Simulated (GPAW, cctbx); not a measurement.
# ZnCo2GeTe4: deformation density and structure factors from DFT

Aim: compute the bonding part of the density of ZnCo2GeTe4, find which reflections carry it, and see how it biases an ordinary refinement.

The cell comes from substitution in a known structure type and wasn't matched to any measured phase. All numbers below are calculated.

## 1. Relax the structure

The density hangs on the geometry, so cell and atoms are relaxed first, with the symmetry held. The cutoff is set higher than for the density because stress converges slowly with plane waves.

Settings: GPAW 26.7.0, PBE, 570 eV, 4×4×4 k-points, Fermi–Dirac width 0.1 eV, spin-polarised, BFGS to 0.03 eV/Å.

```text
cell
1.0
     6.075000000    0.000000000    0.000000000
     0.000000000    6.075000000    0.000000000
    -3.037500000   -3.037500000    6.117000000
Te Ge Zn Co
4 1 1 2
Direct
0.384600000 0.903700000 0.257200000
0.872600000 0.353500000 0.257200000
0.646500000 0.615400000 0.742800000
0.096300000 0.127400000 0.742800000
0.500000000 0.500000000 0.000000000
0.250000000 0.750000000 0.500000000
0.750000000 0.250000000 0.500000000
0.000000000 0.000000000 0.000000000
```

```console
$ OMP_NUM_THREADS=1 mpirun -n 4 gpaw python run.py > gpaw.log
```

```text
BFGS:    0      -35.096146        0.433575
BFGS:    1      -35.108816        0.400266
BFGS:    2      -35.184985        0.176872
BFGS:    3      -35.187601        0.182892
...
BFGS:    9      -35.196439        0.034834
BFGS:   10      -35.196530        0.030232
BFGS:   11      -35.196631        0.027442
cell  5.9939 5.9939 7.3448  114.08 114.08 90.00
volume 215.508 A^3, largest force 0.016 eV/A, largest stress 0.16 GPa
```

After 11 steps the volume has changed by -4.5 % and the energy by -0.100 eV; the largest stress left is 0.16 GPa. It took 19 min on 4 cores of Arm Neoverse V1 (shared host), peak memory 2.1 GiB.

Relaxed structure: I-4 (no. 82), a = 5.9939 Å, b = 5.9939 Å, c = 11.9971 Å, α = 90.00°, β = 90.00°, γ = 90.00°.

| atom | mult. | x | y | z |
| --- | --- | --- | --- | --- |
| Te1 | 8 | 0.2179 | 0.2441 | 0.1277 |
| Ge1 | 2 | 1/2 | 1/2 | 0 |
| Zn1 | 2 | 1/2 | 0 | 1/4 |
| Co1 | 2 | 0 | 1/2 | 1/4 |
| Co2 | 2 | 0 | 0 | 0 |

## 2. Density and charge transfer

X-rays see the whole electron density, so the PAW density is rebuilt with its core regions. Subtracting spherical free atoms from the same code cancels the cores and leaves the deformation density Δρ, the part due to bonding.

Settings: PBE, 450 eV, 5×5×5 k-points, Fermi–Dirac width 0.1 eV, spin-polarised; primitive cell of 8 atoms.

```console
$ OMP_NUM_THREADS=1 mpirun -n 4 gpaw python run.py > gpaw.log
```

```text
|iter:   1|       0s |  -40.521371 | +0.32 |       |  +4.0041|
|iter:   2|       6s |  -35.917623 | -0.86 | -0.71 |  +3.8612|
|iter:   3|      11s |  -34.761222 | -1.15 | -0.91 |  +3.6886|
...
|iter:  15|      82s |  -34.719420c| -6.34 | -3.79 |  +3.0213|
|iter:  16|      88s |  -34.719380c| -6.49 | -3.81 |  +3.0189|
|iter:  17|      94s |  -34.719368c| -7.59c| -4.24c|  +3.0178|
```

```text
gpts.py:43: UserWarning: Initial realspace grid (30,30,36) inconsistent with symmetries.
gpts.py:43: UserWarning: Initial realspace grid (30,30,36) inconsistent with symmetries.
gpts.py:43: UserWarning: Initial realspace grid (30,30,36) inconsistent with symmetries.
gpts.py:43: UserWarning: Initial realspace grid (30,30,36) inconsistent with symmetries.
gpts.py:70: UserWarning: Using symmetrized grid: (36,36,36).
gpts.py:70: UserWarning: Using symmetrized grid: (36,36,36).
gpts.py:70: UserWarning: Using symmetrized grid: (36,36,36).
gpts.py:70: UserWarning: Using symmetrized grid: (36,36,36).
grid (72, 72, 72)  electrons 324.000  moved by bonding 1.782 e
deformation density beyond 0.5 A of the nuclei: max 0.553, min -0.157 e/A^3
atom        x       y       z   Voronoi charge  moment
Te1    0.3456  0.3718  0.2554      0.067       0.02
Te2    0.9098  0.8836  0.2554      0.067       0.02
Te3    0.1164  0.6544  0.7446      0.067       0.02
Te4    0.6282  0.0902  0.7446      0.067       0.02
Ge5    0.5000  0.5000  0.0000      0.076      -0.00
Zn6    0.7500  0.2500  0.5000      0.146       0.02
Co7    0.2500  0.7500  0.5000     -0.245       1.28
Co8    0.0000  0.0000  0.0000     -0.245       1.25
mean inner potential of superposed free atoms 15.584 V
total magnetic moment 3.018 muB
```

Deformation density in a plane through the shortest contact of the Te atom at the origin, in 0.01 e/Å³ (clipped at ±99); x from -1.6 to 4.1 Å, y from 2.4 down to -2.4 Å:

```text
 -7   .   .  -6  -3  -2  -1  -1  -1  -1  -1  -1  -1  -1  -1  -1
  0   .   .  -3  -2  -1  -1  -1  -1  -1  -1   0   0  -1  -1  -1
 10  14  -4   3   2   0  -1  -1  -1  -1  -1  -1   0   0   0  -1
  1   4   6   8   5   0  -1   0  -1  -2  -2  -1   1   1   0  -1
  1   3   7   6   1  -2  -2   1   1  -2  -4   2   6   0   0  -1
  0   0   1  -3   .  -2  -1   5   4   1  -9   .  22   0  -2  -1
 -1  -2  -3  -2   .   .  -2   8   7  -4   .   . -23  -4  -3  -1
 -1  -2  -3  -3   .  -2   0   6   5   5  56   .   1   0  -1  -1
 -1   0  -1  -2  -3  -3  -1   2   2   3   7   2   5   4   2   0
  0   0   0   0  -1  -2  -1   0   0   1   2   6   9   7   2   0
  0   0   0   0  -1  -1  -1  -1   0   0   1   4   4  -1  -2  -1
 -1  -1   0   0  -1  -1  -1  -1  -1  -1  -1  -1  -3   .  -1  -1
 -1  -1  -1  -1  -1  -1  -1  -1  -1  -1  -3  -4  -2   .   .  -2
```

Atoms in or within 0.15 Å of the plane: Te (0.0, 0.0), Co (-1.1, 2.2), Co (2.5, 0.0) Å. Dots mark points within about 0.45 Å of a nucleus; large values next to them are atomic features.

Co gains most (-0.24 e) and Zn loses most (+0.15 e), in averages over each element's sites, which isn't the order of electronegativity: valence and coordination count too, and Voronoi cells cut space at the midplane whatever the atoms' sizes. Such charges fall far short of formal ones, since overlapping free atoms already put density on their neighbours. Along the shortest contact from the Te atom at the map's origin, Te–Co at 2.49 Å, Δρ is +0.09 e/Å³ at the midpoint: a bond charge, the mark of covalency. At the midpoints of other shortest contacts it is +0.08 (Te–Zn, 2.67 Å) and +0.08 (Te–Ge, 2.75 Å) e/Å³. Point values carry grid noise of about 0.01 e/Å³. The cell's moment is 3.02 μB; the largest inside an atomic sphere is 1.28 μB. The run needed 17 iterations, 1.8 min.

## 3. Structure factors

The Fourier components of Δρ, added to those of the free atoms, give the static X-ray structure factors; the Mott–Bethe relation turns them into the Fourier components V of the potential that fast electrons feel.

```text
static structure factors of the conventional cell: F in electrons, V (Mott-Bethe) in volts
   h  k  l      d  |F| table  |F| free   |F| DFT   change   |V| free  |V| DFT  change %
   0  0  2  5.9985     9.890     9.946     9.815   -0.131     0.044    0.094    115.0
   0  1  1  5.3619    27.847    27.922    28.667    0.745     0.810    0.576    -28.9
   1  1  0  4.2383     5.834     5.830     5.907    0.077     0.243    0.228     -6.1
   1  1  2  3.4615   406.764   406.974   407.873    0.899     7.837    7.721     -1.5
   0  1  3  3.3266    48.430    48.526    47.786   -0.740     0.748    0.831     11.2
   0  0  4  2.9993   155.370   155.760   155.161   -0.599     2.611    2.668      2.2
   0  2  0  2.9970   141.599   141.980   141.454   -0.526     2.362    2.412      2.1
   0  2  2  2.6810    18.923    19.032    19.154    0.122     0.364    0.354     -2.8
   1  2  1  2.6160    82.926    82.995    82.439   -0.556     1.269    1.308      3.1
   2  1  1  2.6160    79.729    79.921    79.752   -0.169     1.328    1.337      0.7
   1  1  4  2.4483    21.886    21.902    21.888   -0.015     0.360    0.360      0.0
   0  1  5  2.2276    42.612    42.754    42.511   -0.243     0.524    0.537      2.3
   1  2  3  2.2266    64.512    64.603    64.809    0.206     1.091    1.079     -1.1
   2  1  3  2.2266    68.916    68.828    68.779   -0.049     1.088    1.089      0.1
```

The largest X-ray change is +0.90 e on 112, 0.2 % of |F|. For electrons V goes as (Z − F)/g², so a change of F counts against Z − F, which is small at low angle and wherever the atoms' terms cancel: |V| of 011 moves by -28.9 % (0.81 to 0.58 V) against +2.7 % in |F|. The tabulated Hartree–Fock atoms differ from the free DFT atoms by up to 0.39 e, so the choice of reference atom matters too.

## 4. The functional ladder

The same geometry is run with other functionals, to see whether the bonding signal is larger than the spread between approximations. Free atoms are LDA for LDA and PBE otherwise. Any other changed setting is in the row's label.

| run | ΔF 112 (e) | ΔF 011 (e) | ΔF 013 (e) | q(Co) (e) | moved (e) | time |
| --- | --- | --- | --- | --- | --- | --- |
| PBE | +0.899 | +0.745 | -0.740 | -0.245 | 1.782 | 1.8 min |
| LDA | +0.772 | +0.776 | -0.779 | -0.276 | 1.650 | 2.3 min |
| revPBE | +0.948 | +0.743 | -0.734 | -0.235 | 1.837 | 1.9 min |

At the base's settings ΔF(112) spans +0.772 to +0.948 e, a spread of 20 % of the PBE value; over the three listed reflections the spread is at most 20 %, so sign and size hold across the functionals. The magnetic state differs between the runs (cell moments PBE 3.02, LDA 1.85, revPBE 3.19 μB), and that enters the spread. Times are from shared hosts.

## 5. What a spherical-atom refinement makes of it

Routine crystallography fits spherical atoms. To see the bias, intensities are simulated from tabulated atoms plus the DFT change ΔF, so that bonding alone can misfit (14024 reflections of the full sphere, merged to the counts below, to 0.4 Å, 1.5 % proportional noise plus counting noise, assumed isotropic U as listed, Δρ smeared by the mean U) and refined with cctbx over different ranges.

| range | data | R1 | GooF | U Te1 (true 0.005) | U Ge1 (true 0.006) | U Zn1 (true 0.0061) | U Co1 (true 0.0064) | largest shift (Å) | Δρ max, min (e/Å³) |
| --- | --- | --- | --- | --- | --- | --- | --- | --- | --- |
| all data | 3513 | 0.0082 | 0.95 | 0.0050 | 0.0060 | 0.0061 | 0.0064 | 0.0000 | 0.50, -0.53 |
| low resolution, d > 0.84 | 375 | 0.0055 | 0.98 | 0.0051 | 0.0062 | 0.0063 | 0.0067 | 0.0002 | 0.16, -0.16 |
| high order, d < 0.75 | 2984 | 0.0092 | 0.95 | 0.0050 | 0.0060 | 0.0061 | 0.0064 | 0.0000 | 0.42, -0.44 |
| occupancies free, d > 0.7 | 670 | 0.0058 | 0.97 | 0.0050 | 0.0058 | 0.0062 | 0.0067 | 0.0001 | 0.19, -0.20 |

With all data GooF is 0.95, so at this noise the bonding hardly shows; the top residual peak lies 1.41 Å from Te and 2.25 Å from Zn. U of Co1 is off by +5 % at low resolution and by +0 % from high-order data, where mostly the cores scatter (GooF 0.95). With Te1 held at 1 and the scale free, the other occupancies refine to Ge1 0.992(0.002), Zn1 0.999(0.002), Co1 1.002(0.003) and Co2 1.003(0.003), on sites that are all full: they absorb part of the misfit, and only ratios to the fixed site mean anything.

## 6. Answer

Bonding moves 1.78 e in the primitive cell of ZnCo2GeTe4 and changes the structure factors of the conventional cell in the table above by at most 0.90 e (112, 0.2 %), and among reflections above 2 % of the strongest by up to 2.7 % (011). The shortest bond, Te–Co, has Δρ = +0.09 e/Å³ at its midpoint, a covalent bond charge. At the base's settings ΔF(112) spans +0.772 to +0.948 e, a spread of 20 % of the PBE value; over the three listed reflections the spread is at most 20 %, so sign and size hold across the functionals. With all data GooF is 0.95, so at this noise the bonding hardly shows. Limits: static density, frozen cores, no spin–orbit coupling; a ferromagnetic start is the only order tried, and the real ground state may be antiferromagnetic or insulating.

[Outputs are excerpts: Python notices, other lines and further rows are left out; steps that failed or that the build refused (PBEsol, TPSS) are not shown.]

[Logs are printed without paths, hosts, clocks, repeated set-up lines and the standing remarks that a program may print on its own settings, such as how far it seeks lower states.]
